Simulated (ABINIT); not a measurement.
**SiC (F-43m): G0W0 in ABINIT against the k mesh**

How does the gap of SiC (F-43m) converge in the k mesh?

Calculated with ABINIT 10.8.3; PBE and many-body steps on it, plane waves.

## 1. Starting point

It takes space group F-43m (No. 216, cubic). Conventional cell: a = 4.358 Å, b = 4.358 Å, c = 4.358 Å, α = 90.00°, β = 90.00°, γ = 90.00°. Si has 4 C at 1.89 Å nearest. C has 4 Si at 1.89 Å nearest. Farther neighbours are not listed.

The cell and positions come from the Crystallography Open Database and are kept as given unless a step says otherwise.

## 2. Empty states on the mesh, 6×6×6 mesh, 73 bands

This step: ABINIT 10.8.3; DFT, PBE, plane waves, norm-conserving pseudopotentials.

The sums over transitions need many empty states on a uniform mesh; this step solves for them.

Contents of run.abi:

```
acell 3*1.0 Angstrom
rprim 
  -0.000000000000 2.179000000000 2.179000000000
  2.179000000000 -0.000000000000 2.179000000000
  2.179000000000 2.179000000000 -0.000000000000
ntypat 2
znucl 14 6
natom 2
typat 1 2
xred 
  0.000000000000 0.000000000000 0.000000000000
  0.250000000000 0.250000000000 0.250000000000
pp_dirpath "pseudos"
pseudos "Si.upf, C.upf"
ecut 37
ngkpt 6 6 6
nshiftk 1
shiftk 0 0 0
kptopt 1
chksymbreak 0
irdden 1
istwfk *1
nband 73
prtvol 0
optdriver 6
gwr_task "HDIAGO"
paral_kgb 0
occopt 1
indata_prefix "in"
outdata_prefix "out"
tmpdata_prefix "tmp"
```

The run is started by

```
> OMP_NUM_THREADS=1 mpirun -n 4 abinit run.abi > log
```

Numbers of over 12 decimals in the logs are rounded to 6 here.

Output:

```text
.Version 10.8.3 of ABINIT. v10.8.2 released Aug 2026.

 Symmetries : space group F-4 3 m (#216); Bravais cF (face-center cubic)
[... echo of the input left out ...]
== DATASET  1 ==================================================================
-   mpi_nproc: 4, omp_nthreads: 1 (-1 if OMP is not activated)

--- !DatasetInfo
iteration_state: {dtset: 1, }
dimensions: {natom: 2, nkpt: 16, mband: 73, nsppol: 1, nspinor: 1, nspden: 1, mpw: 1524, }
cutoff_energies: {ecut:  37.0, pawecutdg:  -1.0, }
[...]
Indirect band gap semiconductor
 Fundamental gap:     1.361 (eV)
   VBM:     6.835 (eV) at k: [ 0.0000E+00,  0.0000E+00,  0.0000E+00]
   CBM:     8.196 (eV) at k: [ 5.0000E-01,  5.0000E-01,  0.0000E+00]
 Direct gap:         4.553 (eV) at k: [ 5.0000E-01,  5.0000E-01,  0.0000E+00]

== END DATASET(S) ==============================================================
================================================================================

 -outvars: echo values of variables after computation  --------
           etotal      0.0000000000E+00
            nband          73
             nkpt          16
          spgroup         216
 [... the other variables as echoed above ...]

 Calculation completed.
```

The job ended after 11 s (4 MPI ranks of Arm Neoverse V2, shared host; peak memory 0.74 GiB).

This step gave:

* gap: 1.361 eV
* k of the valence top: 0, 0, 0
* k of the conduction bottom: 0.5, 0.5, 0
* least direct gap: 4.553 eV
* k points computed: 16
* lowest point of the top converged band, above the valence top: 102.0769 eV

On this mesh the gap is 1.361 eV.

The density comes from a self-consistent run that is not shown.

## 3. Empty states on the mesh, 4×4×4 mesh, 23 bands

run.abi, as its differences from that of step 2:

```diff
@@ -15,3 +15,3 @@
 ecut 37
-ngkpt 6 6 6
+ngkpt 4 4 4
 nshiftk 1
@@ -20,10 +20,10 @@
 chksymbreak 0
+iscf -2
 irdden 1
 istwfk *1
-nband 73
+nband 23
+nbdbuf 4
+tolwfr 1e-09
+nstep 60
 prtvol 0
-optdriver 6
-gwr_task "HDIAGO"
-paral_kgb 0
-occopt 1
 indata_prefix "in"
```

Output:

```text
.Version 10.8.3 of ABINIT. v10.8.2 released Aug 2026.

 Symmetries : space group F-4 3 m (#216); Bravais cF (face-center cubic)
[... echo of the input left out ...]
== DATASET  1 ==================================================================
-   mpi_nproc: 4, omp_nthreads: 1 (-1 if OMP is not activated)

--- !DatasetInfo
iteration_state: {dtset: 1, }
dimensions: {natom: 2, nkpt: 8, mband: 23, nsppol: 1, nspinor: 1, nspden: 1, mpw: 1524, }
cutoff_energies: {ecut:  37.0, pawecutdg:  -1.0, }
[...]
-0.31511    0.25118    0.25118    0.25118    0.47989    0.51987    0.51987    0.51987
   0.78510    0.78510    0.85604    0.88634    0.88634    0.88634    1.11545    1.48606
   1.48606    1.48606    1.77947    1.77947    1.77947    1.82670    1.82670
 prteigrs : prtvol=0 or 1, do not print more k-points.

== END DATASET(S) ==============================================================
================================================================================

 -outvars: echo values of variables after computation  --------
            nband          23
             nkpt           8
          spgroup         216
 [... the other variables as echoed above ...]

 Calculation completed.
```

The job ended after 2 s (4 MPI ranks; peak memory 0.07 GiB; 7.9 s of CPU time).

This step gave:

| Property | Result |
| --- | --- |
| gap | 1.361 eV |
| k of the valence top | 0, 0, 0 |
| k of the conduction bottom | 0.5, 0.5, 0 |
| least direct gap | 4.553 eV |
| k points computed | 8 |
| lowest point of the top converged band, above the valence top | 34.06 eV |

On this mesh the gap is 1.361 eV.

## 4. Empty states on the mesh, 8×8×8 mesh, 23 bands

run.abi, as its differences from that of step 3:

```diff
@@ -15,3 +15,3 @@
 ecut 37
-ngkpt 4 4 4
+ngkpt 8 8 8
 nshiftk 1
```

Output:

```text
.Version 10.8.3 of ABINIT. v10.8.2 released Aug 2026.

 Symmetries : space group F-4 3 m (#216); Bravais cF (face-center cubic)
[... echo of the input left out ...]
== DATASET  1 ==================================================================
-   mpi_nproc: 4, omp_nthreads: 1 (-1 if OMP is not activated)

--- !DatasetInfo
iteration_state: {dtset: 1, }
dimensions: {natom: 2, nkpt: 29, mband: 23, nsppol: 1, nspinor: 1, nspden: 1, mpw: 1524, }
cutoff_energies: {ecut:  37.0, pawecutdg:  -1.0, }
[...]
-0.31511    0.25118    0.25118    0.25118    0.47989    0.51987    0.51987    0.51987
   0.78510    0.78510    0.85604    0.88634    0.88634    0.88634    1.11545    1.48606
   1.48606    1.48606    1.77947    1.77947    1.77947    1.82670    1.82670
 prteigrs : prtvol=0 or 1, do not print more k-points.

== END DATASET(S) ==============================================================
================================================================================

 -outvars: echo values of variables after computation  --------
            nband          23
             nkpt          29
          spgroup         216
 [... the other variables as echoed above ...]

 Calculation completed.
```

The job ended after 3.6 s (4 MPI ranks; peak memory 0.24 GiB; 14 s of CPU time).

This step gave:

```
gap                                                           : 1.361 eV
k of the valence top                                          : 0, 0, 0
k of the conduction bottom                                    : 0.5, 0.5, 0
least direct gap                                              : 4.553 eV
k points computed                                             : 29
lowest point of the top converged band, above the valence top : 32.90 eV
```

On this mesh the gap is 1.361 eV.

## 5. Screening, 4×4×4 mesh, 19 bands, screening to 130.6 eV

The RPA dielectric matrix is built and inverted for each q.

This step: RPA screening on PBE, plane waves, norm-conserving pseudopotentials.

run.abi, as its differences from that of step 4:

```diff
@@ -15,3 +15,3 @@
 ecut 37
-ngkpt 8 8 8
+ngkpt 4 4 4
 nshiftk 1
@@ -20,10 +20,11 @@
 chksymbreak 0
-iscf -2
-irdden 1
 istwfk *1
-nband 23
-nbdbuf 4
-tolwfr 1e-09
-nstep 60
-prtvol 0
+occopt 1
+irdwfk 1
+optdriver 3
+nband 19
+ecuteps 4.8
+inclvkb 2
+awtr 1
+symchi 1
 indata_prefix "in"
```

Output:

```text
.Version 10.8.3 of ABINIT. v10.8.2 released Aug 2026.

 Symmetries : space group F-4 3 m (#216); Bravais cF (face-center cubic)
[... echo of the input left out ...]
== DATASET  1 ==================================================================
-   mpi_nproc: 4, omp_nthreads: 1 (-1 if OMP is not activated)

--- !DatasetInfo
iteration_state: {dtset: 1, }
dimensions: {natom: 2, nkpt: 8, mband: 19, nsppol: 1, nspinor: 1, nspden: 1, mpw: 1524, }
cutoff_energies: {ecut:  37.0, pawecutdg:  -1.0, }
electrons: {nelect:   8.00000000E+00, charge:   0.00000000E+00, occopt:   1.00000000E+00, tsmear:   1.00000000E-02, }

 SCREENING: Calculation of the susceptibility and dielectric matrices

 Based on a program developped by R.W. Godby, V. Olevano, G. Onida, and L. Reining.
 Incorporated in ABINIT by V. Olevano, G.-M. Rignanese, and M. Torrent.
.Using double precision arithmetic ; gwpc =  8

[... cell and pseudopotentials left out ...]
--------------------------------------------------------------------------------

 ==== K-mesh for the wavefunctions ====
 Number of points in the irreducible wedge :     8
[... list of points left out ...]
 Together with 24 symmetry operations and time-reversal symmetry
 yields    64 points in the full Brillouin Zone.

 ==== Q-mesh for the screening function ====
 Number of points in the irreducible wedge :     8
[... list of points left out ...]
 Together with 24 symmetry operations and time-reversal symmetry
 yields    64 points in the full Brillouin Zone.

 setmesh: FFT mesh size selected  =    24x   24x   24
          total number of points  =        13824

 vcoul_init : cutoff-mode = AUXILIARY_FUNCTION
 q-points for optical limit:   1
     1)      0.000010    0.000020    0.000030

- screening: taking advantage of time-reversal symmetry
- Maximum band index for partially occupied states nbvw = 4
- Remaining bands to be divided among processors   nbcw = 15
- Number of bands treated by each node ~3

 Number of electrons calculated from density =    8.0000; Expected =    8.0000
 average of density, n =  0.057292
 r_s =    1.6092
 omega_plasma =   23.0888 [eV]

 calculating chi0 at frequencies [eV] :
  1    0.000000E+00    0.000000E+00
  2    0.000000E+00    2.308880E+01

--------------------------------------------------------------------------------
  q-point number  1        q = ( 0.000000, 0.000000, 0.000000) [r.l.u.]
--------------------------------------------------------------------------------
[... chi0 elements left out ...]
 For q-point:  0.000010 0.000020 0.000030
  dielectric constant =   8.6989
  dielectric constant without local fields =   9.4754

  Average fulfillment of the sum rule on Im[epsilon] for q-point    1 :     39.61  [%]
[... wings left out ...]
  q-point number  2        q = ( 0.250000, 0.000000, 0.000000) [r.l.u.]
--------------------------------------------------------------------------------
[... chi0 elements left out ...]
  Average fulfillment of the sum rule on Im[epsilon] for q-point    2 :     74.06  [%]

 [... 6 further q-points ...]
```

It took 2.2 s on 4 MPI ranks; peak memory 0.09 GiB.

Numbers from this step:

| Item | Value |
| --- | --- |
| ε∞ with local fields, on this mesh, along the program's q direction | 8.699 |
| the same without local fields | 9.475 |
| plasma frequency | 23.09 eV |
| plane waves in the screening matrix | 65 |

Local fields lower ε∞ by 8 %. On a Γ-centred mesh this coarse the value itself is usually too large, while a short band sum pulls it down.

## 6. 4×4×4

This step: G0W0 on PBE, plane waves, norm-conserving pseudopotentials.

run.abi, as its differences from that of step 5:

```diff
@@ -23,8 +23,17 @@
 irdwfk 1
-optdriver 3
+optdriver 4
 nband 19
+gwcalctyp 0
+ecutsigx 37
+symsigma 1
+nkptgw 2
+kptgw 
+  0.0000000000 0.0000000000 0.0000000000
+  0.5000000000 0.5000000000 0.0000000000
+bdgw 
+  2 8
+  3 6
 ecuteps 4.8
-inclvkb 2
-awtr 1
-symchi 1
+irdscr 1
+ppmodel 1
 indata_prefix "in"
```

Output:

```text
.Version 10.8.3 of ABINIT. v10.8.2 released Aug 2026.

 Symmetries : space group F-4 3 m (#216); Bravais cF (face-center cubic)
[... echo of the input left out ...]
== DATASET  1 ==================================================================
-   mpi_nproc: 4, omp_nthreads: 1 (-1 if OMP is not activated)

--- !DatasetInfo
iteration_state: {dtset: 1, }
dimensions: {natom: 2, nkpt: 8, mband: 19, nsppol: 1, nspinor: 1, nspden: 1, mpw: 1524, }
cutoff_energies: {ecut:  37.0, pawecutdg:  -1.0, }
electrons: {nelect:   8.00000000E+00, charge:   0.00000000E+00, occopt:   1.00000000E+00, tsmear:   1.00000000E-02, }

 SIGMA: Calculation of the GW corrections

 Based on a program developped by R.W. Godby, V. Olevano, G. Onida, and L. Reining.
 Incorporated in ABINIT by V. Olevano, G.-M. Rignanese, and M. Torrent.
.Using double precision arithmetic ; gwpc =  8

[... cell and pseudopotentials left out ...]
--------------------------------------------------------------------------------

 ==== K-mesh for the wavefunctions ====
 Number of points in the irreducible wedge :     8
[... list of points left out ...]
 Together with 24 symmetry operations and time-reversal symmetry
 yields    64 points in the full Brillouin Zone.

 ==== Q-mesh for screening function ====
 Number of points in the irreducible wedge :     8
[... list of points left out ...]
 Together with 24 symmetry operations and time-reversal symmetry
 yields    64 points in the full Brillouin Zone.

 vcoul_init : cutoff-mode = AUXILIARY_FUNCTION
 q-points for optical limit:   1
     1)      0.000010    0.000020    0.000030
 setmesh: FFT mesh size selected  =    32x   32x   32
          total number of points  =        32768

 Number of electrons calculated from density =    8.0000; Expected =    8.0000
 average of density, n =  0.057292
 r_s =    1.6092
 omega_plasma =   23.0888 [eV]

 === KS Band Gaps ===
  >>>> For spin  1
   Minimum direct gap =   4.5530 [eV], located at k-point      :   0.5000  0.5000  0.0000
   Fundamental gap    =   1.3613 [eV], Top of valence bands at :   0.0000  0.0000  0.0000
                                       Bottom of conduction at :   0.5000  0.5000  0.0000
 SIGMA fundamental parameters:
 PLASMON POLE MODEL  1
 number of plane-waves for SigmaX                 1459
 number of plane-waves for SigmaC and W             65
 number of plane-waves for wavefunctions          1459
 number of bands                                    19
 number of independent spin polarizations            1
 number of spinorial components                      1
 number of k-points in IBZ                           8
 number of q-points in IBZ                           8
 number of symmetry operations                      24
 number of k-points in BZ                           64
 number of q-points in BZ                           64
 number of frequencies for dSigma/dE                 9
 frequency step for dSigma/dE [eV]                0.25
 number of omega for Sigma on real axis              0
 max omega for Sigma on real axis  [eV]           0.00
 zcut for avoiding poles [eV]                     0.10

 EPSILON^-1 parameters (SCR file):
 dimension of the eps^-1 matrix on file             65
 dimension of the eps^-1 matrix used                65
 number of plane-waves for wavefunctions          1459
 number of bands                                    19
 number of q-points in IBZ                           8
 number of frequencies                               2
 number of real frequencies                          1
 number of imag frequencies                          1

 matrix elements of self-energy operator (all in [eV])

 Perturbative Calculation

--- !SelfEnergy_ee
iteration_state: {dtset: 1, }
kpoint     : [   0.000,    0.000,    0.000, ]
spin       : 1
KS_gap     :    6.223
QP_gap     :    7.060
Delta_QP_KS:    0.837
data: !SigmaeeData |
     Band     E0 <VxcDFT>   SigX SigC(E0)      Z dSigC/dE  Sig(E)    E-E0       E
        2   6.835 -14.950 -17.697   2.958   0.800  -0.251 -14.781   0.169   7.004
        3   6.835 -14.950 -17.697   2.958   0.800  -0.251 -14.781   0.169   7.004
        4   6.835 -14.950 -17.697   2.958   0.800  -0.251 -14.781   0.169   7.004
        5  13.058 -13.204  -7.382  -4.557   0.795  -0.257 -12.198   1.006  14.065
        6  14.146 -11.309  -5.722  -4.377   0.812  -0.232 -10.326   0.982  15.129
        7  14.146 -11.309  -5.722  -4.377   0.812  -0.232 -10.326   0.982  15.129
        8  14.146 -11.309  -5.722  -4.377   0.812  -0.232 -10.326   0.982  15.129

--- !SelfEnergy_ee
iteration_state: {dtset: 1, }
kpoint     : [   0.500,    0.500,    0.000, ]
spin       : 1
KS_gap     :    4.553
QP_gap     :    5.501
Delta_QP_KS:    0.948
data: !SigmaeeData |
     Band     E0 <VxcDFT>   SigX SigC(E0)      Z dSigC/dE  Sig(E)    E-E0       E
        3   3.643 -13.575 -17.504   3.574   0.788  -0.269 -13.855  -0.280   3.363
        4   3.643 -13.575 -17.504   3.574   0.788  -0.269 -13.855  -0.280   3.363
        5   8.196 -10.473  -6.148  -3.514   0.824  -0.213  -9.805   0.668   8.864
        6  11.168 -10.748  -5.809  -3.841   0.828  -0.208  -9.839   0.910  12.078

== END DATASET(S) ==============================================================
================================================================================

 -outvars: echo values of variables after computation  --------
           etotal      0.0000000000E+00
            nband          19
             nkpt           8
          spgroup         216
 [... the other variables as echoed above ...]

 Calculation completed.
```

It took 1.9 s on 4 MPI ranks; peak memory 0.09 GiB.

This step gave:

```
G0W0 gap on the points computed              : 1.860 eV
starting gap on the mesh                     : 1.361 eV
k of the valence top                         : 0, 0, 0
k of the conduction bottom                   : 0.5, 0.5, 0
Z at the valence top                         : 0.8
Z at the conduction bottom                   : 0.824
least direct G0W0 gap on the computed points : 5.501 eV
```

## 7. Screening, 6×6×6 mesh, 19 bands, screening to 130.6 eV

This step: RPA screening on PBE, plane waves, norm-conserving pseudopotentials.

run.abi, as its differences from that of step 6:

```diff
@@ -15,3 +15,3 @@
 ecut 37
-ngkpt 4 4 4
+ngkpt 6 6 6
 nshiftk 1
@@ -23,17 +23,8 @@
 irdwfk 1
-optdriver 4
+optdriver 3
 nband 19
-gwcalctyp 0
-ecutsigx 37
-symsigma 1
-nkptgw 2
-kptgw 
-  0.0000000000 0.0000000000 0.0000000000
-  0.5000000000 0.5000000000 0.0000000000
-bdgw 
-  2 8
-  3 6
 ecuteps 4.8
-irdscr 1
-ppmodel 1
+inclvkb 2
+awtr 1
+symchi 1
 indata_prefix "in"
```

Output:

```text
.Version 10.8.3 of ABINIT. v10.8.2 released Aug 2026.

 Symmetries : space group F-4 3 m (#216); Bravais cF (face-center cubic)
[... echo of the input left out ...]
== DATASET  1 ==================================================================
-   mpi_nproc: 4, omp_nthreads: 1 (-1 if OMP is not activated)

--- !DatasetInfo
iteration_state: {dtset: 1, }
dimensions: {natom: 2, nkpt: 16, mband: 19, nsppol: 1, nspinor: 1, nspden: 1, mpw: 1524, }
cutoff_energies: {ecut:  37.0, pawecutdg:  -1.0, }
electrons: {nelect:   8.00000000E+00, charge:   0.00000000E+00, occopt:   1.00000000E+00, tsmear:   1.00000000E-02, }

 SCREENING: Calculation of the susceptibility and dielectric matrices

 Based on a program developped by R.W. Godby, V. Olevano, G. Onida, and L. Reining.
 Incorporated in ABINIT by V. Olevano, G.-M. Rignanese, and M. Torrent.
.Using double precision arithmetic ; gwpc =  8

[... cell and pseudopotentials left out ...]
--------------------------------------------------------------------------------

 ==== K-mesh for the wavefunctions ====
 Number of points in the irreducible wedge :    16
[... list of points left out ...]
 Together with 24 symmetry operations and time-reversal symmetry
 yields   216 points in the full Brillouin Zone.

 ==== Q-mesh for the screening function ====
 Number of points in the irreducible wedge :    16
[... list of points left out ...]
 Together with 24 symmetry operations and time-reversal symmetry
 yields   216 points in the full Brillouin Zone.

 setmesh: FFT mesh size selected  =    24x   24x   24
          total number of points  =        13824

 vcoul_init : cutoff-mode = AUXILIARY_FUNCTION
 q-points for optical limit:   1
     1)      0.000010    0.000020    0.000030

- screening: taking advantage of time-reversal symmetry
- Maximum band index for partially occupied states nbvw = 4
- Remaining bands to be divided among processors   nbcw = 15
- Number of bands treated by each node ~3

 Number of electrons calculated from density =    8.0000; Expected =    8.0000
 average of density, n =  0.057292
 r_s =    1.6092
 omega_plasma =   23.0888 [eV]

 calculating chi0 at frequencies [eV] :
  1    0.000000E+00    0.000000E+00
  2    0.000000E+00    2.308880E+01

--------------------------------------------------------------------------------
  q-point number  1        q = ( 0.000000, 0.000000, 0.000000) [r.l.u.]
--------------------------------------------------------------------------------
[... chi0 elements left out ...]
 For q-point:  0.000010 0.000020 0.000030
  dielectric constant =   7.0761
  dielectric constant without local fields =   7.7285

  Average fulfillment of the sum rule on Im[epsilon] for q-point    1 :     39.73  [%]
[... wings left out ...]
  q-point number  2        q = ( 0.166667, 0.000000, 0.000000) [r.l.u.]
--------------------------------------------------------------------------------
[... chi0 elements left out ...]
  Average fulfillment of the sum rule on Im[epsilon] for q-point    2 :     80.25  [%]

 [... 14 further q-points ...]
```

The job ended after 5.6 s (4 MPI ranks; peak memory 0.43 GiB; 22 s of CPU time).

Numbers from this step:

```yaml
eps_infinity_with_local_fields_on_this_mesh_along_the_program_s_q_direction: 7.076
the_same_without_local_fields: 7.729
plasma_frequency: 23.09 eV
plane_waves_in_the_screening_matrix: 65
```

(Part 1 of 2 ends here.)

[Paths, hosts, dates, memory and timing lines, banners, echoed tables and standing remarks are left out of the program output.]

[Logs are printed without paths, hosts, clocks, repeated set-up lines and the standing remarks that a program may print on its own settings, such as how far it seeks lower states.]

[Runs of the session that timed out or met a known fault of the program may be left out.]

[No measured gap is set beside runs whose start may be inverted or whose files or cutoffs have a known fault.]

[Hosts, paths, dates, database ids (printed as entryN), source tags and the programs' standing remarks are cut or masked in the printed files.]

[G0W0 gaps are taken among the corrected bands and points alone; a level outside them can change the order at an edge.]

[Where Ansatz stands beside ABINIT at settings called matched, ABINIT's density can come from a denser mesh and the files from another edition; pairs whose starting gaps differed by over 0.03 eV were left out, so agreement reads better than it is.]
